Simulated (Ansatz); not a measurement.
## MgTiTe3 (built on the sites of a database entry of BaTiO3): the cell at rest: cost of one run

Ansatz 0.2.0; DFT PBE+D3(BJ), scalar-relativistic, plane waves, PAW. The cell holds 5 atoms.

The structure was built from a prototype and need not be the compound's stable phase.

File input.yaml:

```yaml
crystal:
  lattice:
    - [5.4573677539, 0.0, 0.0]
    - [0.0, 5.4573677539, 0.0]
    - [0.0, 0.0, 5.4549817154]
  atoms:
    - { symbol: Mg, position: [0.0, 0.0, -0.2265440552] }
    - { symbol: Ti, position: [0.5, 0.5, 0.4894449415] }
    - { symbol: Te, position: [0.5, 0.5, 0.0387981858] }
    - { symbol: Te, position: [0.5, 0.0, 0.6206504639] }
    - { symbol: Te, position: [0.0, 0.5, 0.6206504639] }
kpoints:
  mp_grid: { grid: [8, 8, 8] }
hamiltonian:
  xc: pbe
  dispersion: d3bj
scf:
  occupations: { method: gaussian, width: 0.1 }
output:
  forces: true
  stress: true
  eigenvalues: true
  write_density: true
  write_potential: true
  elf: true
  volumetric_format: npy
relax:
  adjacent_minimum: "off"
  f_tol: 0.005
  max_steps: 80
  cell: { stress_tol: 0.05 }
```

Started as:

```bash
> ansatz run input.yaml --threads 8 --pin off --max-ram 14336MiB --backend cpu --events-out ev --progress --plain --runs-dir out
```

The cutoff in use is 420 eV. For reference, a run of the same kind (5 atoms, 40 k-points, 42 bands and 3,191 plane waves; 175 SCF cycles) took 51 s and 0.73 GiB on the same hardware.

What time and memory should one allow on 8 threads of Arm Neoverse V2, shared host?

A cutoff of 420 eV is a sphere of radius 10.5 Å⁻¹, so a cell of 162 Å³ holds about V·G³/6π² = 3,175 plane waves. At two electrons a band, the 70 electrons need 35 bands, and 7 more are carried. Symmetry cuts the 8×8×8 mesh from 512 to 75 points. The run has 75 k-points, 42 bands and 3,191 plane waves. Taking the work of a cycle as k-points × spins × bands × plane waves, that is 1.9 times the reference, or 96 s at the reference's 175 cycles. The run needed 37 SCF cycles over 5 ionic steps, which makes it about 20 s. One copy of the wavefunctions takes 0.15 GiB at 16 bytes a coefficient, against 0.08 GiB in the reference; grids, projectors and work arrays come on top. Measured: about 36 s, with a peak of 0.88 GiB. The run took longer than this simple count says.

[Logs are printed without paths, hosts, clocks, repeated set-up lines and the standing remarks that a program may print on its own settings, such as how far it seeks lower states.]

[Hosts, paths, dates, database ids (printed as entryN), source tags and the programs' standing remarks are cut or masked in the printed files.]
